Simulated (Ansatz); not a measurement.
Planning a run of Ansatz 0.2.0 on CO2 (Cmce). The input:

```yaml
crystal:
  lattice:
    - [10.54364492, -9.54951248, 0.0]
    - [10.54364492, 9.54951248, 0.0]
    - [0.0, 0.0, 13.17434982]
  atoms:
    - { symbol: C, position: [0.0, 0.0, 0.0] }
    - { symbol: C, position: [0.125, 0.125, 0.25] }
    - { symbol: O, position: [0.2013159481, 0.0486840519, 0.44720414] }
    - { symbol: O, position: [0.0486840519, 0.2013159481, 0.05279586] }
    - { symbol: O, position: [0.1736840519, 0.0763159481, 0.19720414] }
    - { symbol: O, position: [0.0763159481, 0.1736840519, 0.30279586] }
    - { symbol: C, position: [0.0, 0.0, 0.5] }
    - { symbol: C, position: [0.125, 0.125, 0.75] }
    - { symbol: O, position: [0.2013159481, 0.0486840519, 0.94720414] }
    - { symbol: O, position: [0.0486840519, 0.2013159481, 0.55279586] }
    - { symbol: O, position: [0.1736840519, 0.0763159481, 0.69720414] }
    - { symbol: O, position: [0.0763159481, 0.1736840519, 0.80279586] }
    - { symbol: C, position: [0.0, 0.25, 0.0] }
[... 173 atom lines left out ...]
    - { symbol: C, position: [0.75, 0.75, 0.5] }
    - { symbol: C, position: [0.875, 0.875, 0.75] }
    - { symbol: O, position: [0.9513159481, 0.7986840519, 0.94720414] }
    - { symbol: O, position: [0.7986840519, 0.9513159481, 0.55279586] }
    - { symbol: O, position: [0.9236840519, 0.8263159481, 0.69720414] }
    - { symbol: O, position: [0.8263159481, 0.9236840519, 0.80279586] }
kpoints:
  mp_grid: { grid: [1, 1, 1] }
hamiltonian:
  xc: lda
scf:
  occupations: { method: fixed }
gw:
  n_empty_bands: 2784
  ecut_chi: 60.0
  qp_bands: [v1, c1]
  qp_kpoints: band_edges
  screening: { model: contour_deformation }
```

```sh
ansatz run input.yaml --threads 16 --pin off --max-ram 36864MiB --backend cpu --events-out ev --progress --plain --runs-dir out
```

Question: How long will it take on 16 threads of Arm Neoverse V2, shared host, and how much memory?

It took 15 min; on shared hardware allow 7.6 min to 30 min. Peak host memory was 29 GiB. The sizes that set the cost: 51881 plane waves a state, 1 irreducible k points, 3296 bands summed, 2797 plane waves in the screening and 7 SCF cycles.

The screening grows as filled bands × empty bands × pairs of k points, times the square of the screening basis for the matrix.

[Paths, hosts, dates, memory and timing lines, banners, echoed tables and standing remarks are left out of the program output.]

[Logs are printed without paths, hosts, clocks, repeated set-up lines and the standing remarks that a program may print on its own settings, such as how far it seeks lower states.]

[Runs of the session that timed out or met a known fault of the program may be left out.]

[Cells called generated may have been cut or substituted from an entry of the Crystallography Open Database or the Materials Project.]

[Hosts, paths, dates, database ids (printed as entryN), source tags and the programs' standing remarks are cut or masked in the printed files.]
